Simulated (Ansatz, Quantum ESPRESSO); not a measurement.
# Ballistic transmission: Al(111) with three reversed steps (a thin twin lamella), part 2 of 4

Wanted: the transmission near the Fermi level and the conductance of this junction: Al(111) with three reversed steps (a thin twin lamella).

Quantum ESPRESSO 7.5; plane-wave DFT, PBE, GBRV ultrasoft pseudopotentials; cross-check by Ansatz 0.2.0 with PAW datasets.

So far. Step 2 (SCF with pw.x): The run needed 31 iterations to bring the estimated error under 1e-07 Ry; the largest force on any atom, held or free, is 0.07 eV/Å.

## (3) Transmission with pwcond.x

Level of this step: transmission by pwcond, lead and junction from one cell; plane-wave DFT, PBE, GBRV ultrasoft pseudopotentials (Quantum ESPRESSO).

prefixt takes both regions from one run: the lead from 0 to bdl, the scattering region from bdl to bds (units of alat). ikind = 1 puts the same lead on both sides. The program's T_tot counts both spins in a run without spin; the tables below give T per spin.

The input, cond.in:

```
&inputcond
  outdir = './out'
  prefixt = 'scf'
  tran_file = 'cond.dat'
  bdl = 2.4494897419
  bds = 17.1464282002
  ikind = 1
  ewind = 4.0
  epsproj = 1e-05
  nz1 = 7
  energy0 = 0.4
  denergy = -0.4
/
10
  0.00000000 0.00000000 0.01562500
  0.00000000 0.12500000 0.09375000
  0.00000000 0.25000000 0.09375000
  0.00000000 0.37500000 0.09375000
  0.00000000 0.50000000 0.04687500
  0.12500000 0.25000000 0.09375000
  0.12500000 0.37500000 0.18750000
  0.12500000 0.50000000 0.18750000
  0.25000000 0.50000000 0.09375000
  0.25000000 0.62500000 0.09375000
3
```

On the command line:

```bash
OMP_NUM_THREADS=1 mpirun -n 2 pwcond.x -in cond.in > cond.out
```

What it wrote:

```text
[banner, memory and clock lines left out]
Program PWCOND v.7.5 starts

          URL

     ./out/scf.save/

     IMPORTANT: XC functional enforced from input :
     Exchange-correlation= PBE
                           (   1   4   3   4   0   0   0)
     Any further DFT definition will be discarded
     Please, verify this is what you really want

     Reading collected, re-writing distributed wavefunctions

===== INPUT FILE containing all the regions =====

     GEOMETRY:

     lattice parameter (alat)  =       5.3984  a.u.
     the volume                =    2336.1461 (a.u.)^3
     the cross section         =      25.2384 (a.u.)^2
     l of the unit cell        =      17.1464 (alat)
     number of atoms/cell      =           21
     number of atomic types    =            1

     crystal axes: (cart. coord. in units of alat)
               a(1) = (  1.0000  0.0000  0.0000 )
               a(2) = (  0.5000  0.8660  0.0000 )
               a(3) = (  0.0000  0.0000 17.1464 )

   Cartesian axes

     site n.     atom                  positions (alat units)
          1        Al     tau(  1)=(  0.0000  0.0000 17.1464  )
          2        Al     tau(  2)=(  0.5000  0.2887  0.8165  )
          3        Al     tau(  3)=(  1.0000  0.5774  1.6330  )
          4        Al     tau(  4)=(  0.0000  0.0000  2.4495  )
          5        Al     tau(  5)=(  0.5000  0.2887  3.2660  )
          6        Al     tau(  6)=(  1.0000  0.5774  4.0825  )
          7        Al     tau(  7)=(  0.0000  0.0000  4.8990  )
          8        Al     tau(  8)=(  0.5000  0.2887  5.7155  )
          9        Al     tau(  9)=(  1.0000  0.5774  6.5320  )
         10        Al     tau( 10)=(  0.5000  0.2887  7.3485  )
         11        Al     tau( 11)=(  0.0000  0.0000  8.1650  )
         12        Al     tau( 12)=(  1.0000  0.5774  8.9815  )
         13        Al     tau( 13)=(  0.0000  0.0000  9.7980  )
         14        Al     tau( 14)=(  0.5000  0.2887 10.6145  )
         15        Al     tau( 15)=(  1.0000  0.5774 11.4310  )
         16        Al     tau( 16)=(  0.0000  0.0000 12.2474  )
         17        Al     tau( 17)=(  0.5000  0.2887 13.0639  )
         18        Al     tau( 18)=(  1.0000  0.5774 13.8804  )
         19        Al     tau( 19)=(  0.0000  0.0000 14.6969  )
         20        Al     tau( 20)=(  0.5000  0.2887 15.5134  )
         21        Al     tau( 21)=(  1.0000  0.5774 16.3299  )

     nr1s                      =           24
     nr2s                      =           24
     nr3s                      =          375
     nr1sx                     =           24
     nr2sx                     =           24
     nr3sx                     =          375
     nr1                       =           25
     nr2                       =           25
     nr3                       =          432
     nr1x                      =           25
     nr2x                      =           25
     nr3x                      =          432

 _______________________________
  Radii of nonlocal spheres:

     type       ibeta     ang. mom.          radius (alat units)
       Al         1         0                    0.3554
       Al         2         1                    0.3554
       Al         3         2                    0.3554
----- General information -----

--- T calc. with identical leads (ikind=1) ---

     nrx                       =           24
     nry                       =           24
     nz1                       =            7

     energy0               =         4.0E-01
     denergy               =        -4.0E-01
     nenergy               =          3
     ecut2d                =         4.0E+01
     ewind                 =         4.0E+00
     epsproj               =         1.0E-05

     number of k_|| points=   10
                       cryst. coord.
        k(    1) = (   0.0000000   0.0000000), wk =   0.0156250
        k(    2) = (   0.0000000   0.1250000), wk =   0.0937500
        k(    3) = (   0.0000000   0.2500000), wk =   0.0937500
        k(    4) = (   0.0000000   0.3750000), wk =   0.0937500
        k(    5) = (   0.0000000   0.5000000), wk =   0.0468750
        k(    6) = (   0.1250000   0.2500000), wk =   0.0937500
        k(    7) = (   0.1250000   0.3750000), wk =   0.1875000
        k(    8) = (   0.1250000   0.5000000), wk =   0.1875000
        k(    9) = (   0.2500000   0.5000000), wk =   0.0937500
        k(   10) = (   0.2500000   0.6250000), wk =   0.0937500
----- Information about left/right lead -----

     nocros                   =            9
     noins                    =           18
     norb                     =           36
     norbf                    =          171
     nrz                      =           54

      iorb      type   ibeta   ang. mom.   m       position (alat)
        1        1       1        0        1   taunew(   1)=(  0.0000  0.0000  0.0000)
        2        1       2        1        1   taunew(   2)=(  0.0000  0.0000  0.0000)
        3        1       2        1        2   taunew(   3)=(  0.0000  0.0000  0.0000)
        4        1       2        1        3   taunew(   4)=(  0.0000  0.0000  0.0000)
        5        1       3        2        1   taunew(   5)=(  0.0000  0.0000  0.0000)
        6        1       3        2        2   taunew(   6)=(  0.0000  0.0000  0.0000)
        7        1       3        2        3   taunew(   7)=(  0.0000  0.0000  0.0000)
        8        1       3        2        4   taunew(   8)=(  0.0000  0.0000  0.0000)
        9        1       3        2        5   taunew(   9)=(  0.0000  0.0000  0.0000)
       10        1       1        0        1   taunew(  10)=(  0.5000  0.2887  0.8165)
       11        1       2        1        1   taunew(  11)=(  0.5000  0.2887  0.8165)
       12        1       2        1        2   taunew(  12)=(  0.5000  0.2887  0.8165)
       13        1       2        1        3   taunew(  13)=(  0.5000  0.2887  0.8165)
       14        1       3        2        1   taunew(  14)=(  0.5000  0.2887  0.8165)
       15        1       3        2        2   taunew(  15)=(  0.5000  0.2887  0.8165)
       16        1       3        2        3   taunew(  16)=(  0.5000  0.2887  0.8165)
       17        1       3        2        4   taunew(  17)=(  0.5000  0.2887  0.8165)
       18        1       3        2        5   taunew(  18)=(  0.5000  0.2887  0.8165)
       19        1       1        0        1   taunew(  19)=(  1.0000  0.5774  1.6330)
       20        1       2        1        1   taunew(  20)=(  1.0000  0.5774  1.6330)
       21        1       2        1        2   taunew(  21)=(  1.0000  0.5774  1.6330)
       22        1       2        1        3   taunew(  22)=(  1.0000  0.5774  1.6330)
[...]
122        1       3        2        1   taunew( 122)=(  0.5000  0.2887 10.6145)
      123        1       3        2        2   taunew( 123)=(  0.5000  0.2887 10.6145)
      124        1       3        2        3   taunew( 124)=(  0.5000  0.2887 10.6145)
      125        1       3        2        4   taunew( 125)=(  0.5000  0.2887 10.6145)
      126        1       3        2        5   taunew( 126)=(  0.5000  0.2887 10.6145)
      127        1       1        0        1   taunew( 127)=(  1.0000  0.5774 11.4310)
      128        1       2        1        1   taunew( 128)=(  1.0000  0.5774 11.4310)
      129        1       2        1        2   taunew( 129)=(  1.0000  0.5774 11.4310)
      130        1       2        1        3   taunew( 130)=(  1.0000  0.5774 11.4310)
      131        1       3        2        1   taunew( 131)=(  1.0000  0.5774 11.4310)
      132        1       3        2        2   taunew( 132)=(  1.0000  0.5774 11.4310)
      133        1       3        2        3   taunew( 133)=(  1.0000  0.5774 11.4310)
      134        1       3        2        4   taunew( 134)=(  1.0000  0.5774 11.4310)
      135        1       3        2        5   taunew( 135)=(  1.0000  0.5774 11.4310)
      136        1       1        0        1   taunew( 136)=(  0.0000  0.0000 12.2474)
      137        1       2        1        1   taunew( 137)=(  0.0000  0.0000 12.2474)
      138        1       2        1        2   taunew( 138)=(  0.0000  0.0000 12.2474)
      139        1       2        1        3   taunew( 139)=(  0.0000  0.0000 12.2474)
      140        1       3        2        1   taunew( 140)=(  0.0000  0.0000 12.2474)
      141        1       3        2        2   taunew( 141)=(  0.0000  0.0000 12.2474)
      142        1       3        2        3   taunew( 142)=(  0.0000  0.0000 12.2474)
      143        1       3        2        4   taunew( 143)=(  0.0000  0.0000 12.2474)
      144        1       3        2        5   taunew( 144)=(  0.0000  0.0000 12.2474)
      145        1       1        0        1   taunew( 145)=(  0.5000  0.2887 13.0639)
      146        1       2        1        1   taunew( 146)=(  0.5000  0.2887 13.0639)
      147        1       2        1        2   taunew( 147)=(  0.5000  0.2887 13.0639)
      148        1       2        1        3   taunew( 148)=(  0.5000  0.2887 13.0639)
      149        1       3        2        1   taunew( 149)=(  0.5000  0.2887 13.0639)
      150        1       3        2        2   taunew( 150)=(  0.5000  0.2887 13.0639)
      151        1       3        2        3   taunew( 151)=(  0.5000  0.2887 13.0639)
      152        1       3        2        4   taunew( 152)=(  0.5000  0.2887 13.0639)
      153        1       3        2        5   taunew( 153)=(  0.5000  0.2887 13.0639)
      154        1       1        0        1   taunew( 154)=(  1.0000  0.5774 13.8804)
      155        1       2        1        1   taunew( 155)=(  1.0000  0.5774 13.8804)
      156        1       2        1        2   taunew( 156)=(  1.0000  0.5774 13.8804)
      157        1       2        1        3   taunew( 157)=(  1.0000  0.5774 13.8804)
      158        1       3        2        1   taunew( 158)=(  1.0000  0.5774 13.8804)
      159        1       3        2        2   taunew( 159)=(  1.0000  0.5774 13.8804)
      160        1       3        2        3   taunew( 160)=(  1.0000  0.5774 13.8804)
      161        1       3        2        4   taunew( 161)=(  1.0000  0.5774 13.8804)
      162        1       3        2        5   taunew( 162)=(  1.0000  0.5774 13.8804)
      163        1       1        0        1   taunew( 163)=(  0.0000  0.0000 14.6969)
      164        1       2        1        1   taunew( 164)=(  0.0000  0.0000 14.6969)
      165        1       2        1        2   taunew( 165)=(  0.0000  0.0000 14.6969)
      166        1       2        1        3   taunew( 166)=(  0.0000  0.0000 14.6969)
      167        1       3        2        1   taunew( 167)=(  0.0000  0.0000 14.6969)
      168        1       3        2        2   taunew( 168)=(  0.0000  0.0000 14.6969)
      169        1       3        2        3   taunew( 169)=(  0.0000  0.0000 14.6969)
      170        1       3        2        4   taunew( 170)=(  0.0000  0.0000 14.6969)
      171        1       3        2        5   taunew( 171)=(  0.0000  0.0000 14.6969)
 ngper, shell number =           85          11
 ngper, n2d =           85          62
---  E-Ef =    0.4000000  k =    0.0000000   0.0000000
---  ie =          1  ik =          1
 Nchannels of the left tip =            1
 Right moving states:
   k1(2pi/a)   k2(2pi/a)   E-Ef (eV)
   0.0042382  -0.0000002   0.4000000
 Left moving states:
   k1(2pi/a)   k2(2pi/a)   E-Ef (eV)
  -0.0042382  -0.0000002   0.4000000

 to transmit
 Band j to band i transmissions and reflections:
    j         i     |T_ij|^2    |R_ij|^2

    1 -->     1     0.99999     0.00001
   Total T_j, R_j =    0.99999  0.00001

E-Ef(ev), T(x2 spins) =    0.4000000   1.9999884
---  E-Ef =    0.0000000  k =    0.0000000   0.0000000
---  ie =          2  ik =          1
 Nchannels of the left tip =            1
 Right moving states:
   k1(2pi/a)   k2(2pi/a)   E-Ef (eV)
  -0.0316312  -0.0000003   0.0000000
 Left moving states:
   k1(2pi/a)   k2(2pi/a)   E-Ef (eV)
   0.0316312  -0.0000003   0.0000000

 to transmit
 Band j to band i transmissions and reflections:
    j         i     |T_ij|^2    |R_ij|^2

    1 -->     1     1.00000     0.00000
   Total T_j, R_j =    1.00000  0.00000

E-Ef(ev), T(x2 spins) =    0.0000000   1.9999905
---  E-Ef =   -0.4000000  k =    0.0000000   0.0000000
---  ie =          3  ik =          1
 Nchannels of the left tip =            1
 Right moving states:
   k1(2pi/a)   k2(2pi/a)   E-Ef (eV)
  -0.0680581  -0.0000003  -0.4000000
 Left moving states:
   k1(2pi/a)   k2(2pi/a)   E-Ef (eV)
   0.0680581  -0.0000003  -0.4000000

 to transmit
 Band j to band i transmissions and reflections:
    j         i     |T_ij|^2    |R_ij|^2

    1 -->     1     1.00000     0.00000
   Total T_j, R_j =    1.00000  0.00000

E-Ef(ev), T(x2 spins) =   -0.4000000   1.9999935
 ngper, shell number =           85          45
 ngper, n2d =           85          68
[... further energies and points left out ...]
---  E-Ef =    0.4000000  k =    0.2500000   0.6250000
---  ie =          1  ik =         10
 Nchannels of the left tip =            1
 Right moving states:
   k1(2pi/a)   k2(2pi/a)   E-Ef (eV)
   0.2395483  -0.0000005   0.4000000
 Left moving states:
   k1(2pi/a)   k2(2pi/a)   E-Ef (eV)
  -0.2395483  -0.0000005   0.4000000

 to transmit
 Band j to band i transmissions and reflections:
    j         i     |T_ij|^2    |R_ij|^2

    1 -->     1     0.82073     0.17927
   Total T_j, R_j =    0.82073  0.17927

E-Ef(ev), T(x2 spins) =    0.4000000   1.6414606
---  E-Ef =    0.0000000  k =    0.2500000   0.6250000
---  ie =          2  ik =         10
 Nchannels of the left tip =            1
 Right moving states:
   k1(2pi/a)   k2(2pi/a)   E-Ef (eV)
   0.1708856  -0.0000006   0.0000000
 Left moving states:
   k1(2pi/a)   k2(2pi/a)   E-Ef (eV)
  -0.1708856  -0.0000006   0.0000000

 to transmit
 Band j to band i transmissions and reflections:
    j         i     |T_ij|^2    |R_ij|^2

    1 -->     1     0.95006     0.04994
   Total T_j, R_j =    0.95006  0.04994

E-Ef(ev), T(x2 spins) =    0.0000000   1.9001143
---  E-Ef =   -0.4000000  k =    0.2500000   0.6250000
---  ie =          3  ik =         10
 Nchannels of the left tip =            1
 Right moving states:
   k1(2pi/a)   k2(2pi/a)   E-Ef (eV)
   0.0811784  -0.0000006  -0.4000000
 Left moving states:
   k1(2pi/a)   k2(2pi/a)   E-Ef (eV)
  -0.0811784  -0.0000006  -0.4000000

 to transmit
 Band j to band i transmissions and reflections:
    j         i     |T_ij|^2    |R_ij|^2

    1 -->     1     0.51069     0.48931
   Total T_j, R_j =    0.51069  0.48931

E-Ef(ev), T(x2 spins) =   -0.4000000   1.0213778
   T_tot     0.40000      0.22539E+01
   T_tot     0.00000      0.17743E+01
   T_tot    -0.40000      0.22290E+01

Note: The following floating-point exceptions are signalling: IEEE_UNDERFLOW_FLAG
Note: The following floating-point exceptions are signalling: IEEE_UNDERFLOW_FLAG
```

It took 97 s on 2 MPI ranks of Arm Neoverse N1, shared host; peak memory 0.16 GiB.

Numbers from this step:

* lead channels at the Fermi level, one spin: 1.141
* transmission at the Fermi level, one spin: 0.8872
* conductance: 0.8872 G₀

Per spin; mean over the k mesh across the current. Table of open channels, zone mean by energy, zero at the Fermi level:

| energy (eV) | open channels, zone mean |
| --- | --- |
| -0.400 | 1.33 |
| 0.000 | 1.14 |
| 0.400 | 1.42 |

Per spin; mean over the k mesh across the current. Table of transmission, zone mean by energy, zero at the Fermi level:

| energy (eV) | transmission, zone mean |
| --- | --- |
| -0.400 | 1.11 |
| 0.000 | 0.887 |
| 0.400 | 1.13 |

At 0.000 eV; k in fractions of b1, b2. Transmission by k point:

| k1 | k2 | weight | t | channels |
| --- | --- | --- | --- | --- |
| 0 | 0 | 0.01562 | 1 | 1 |
| 0 | 0.125 | 0.09375 | 1 | 1 |
| 0 | 0.25 | 0.09375 | 0.9998 | 1 |
| 0 | 0.375 | 0.09375 | 1.533 | 2 |
| 0 | 0.5 | 0.04688 | 1.877 | 2 |
| 0.125 | 0.25 | 0.09375 | 1 | 1 |
| 0.125 | 0.375 | 0.1875 | 0.4443 | 1 |
| 0.125 | 0.5 | 0.1875 | 0.9923 | 1 |
| 0.25 | 0.5 | 0.09375 | 0.001853 | 1 |
| 0.25 | 0.625 | 0.09375 | 0.9501 | 1 |

The program's own clock; routines nest. Time by routine:

| routine | wall time (s) | calls |
| --- | --- | --- |
| PWCOND | 95.96 | 1 |
| scatter_forw | 82.04 | 60 |
| local | 9.15 | 10 |
| compbs | 2.95 | 30 |
| compbs_2 | 2.5 | 30 |
| init | 0.67 | 1 |
| poten | 0.13 | 1 |

At no point does T exceed the number of channels.

(Part 2 of 4 ends here.)

[Logs are printed without paths, hosts, clocks, repeated set-up lines and the standing remarks that a program may print on its own settings, such as how far it seeks lower states.]

[Hosts, paths, dates, database ids (printed as entryN), source tags and the programs' standing remarks are cut or masked in the printed files.]

[Maps of the electrostatic potential energy from Ansatz leave out the sawtooth potential of an applied field or a dipole correction, so their vacuum need not be flat; planar profiles and work functions include it.]
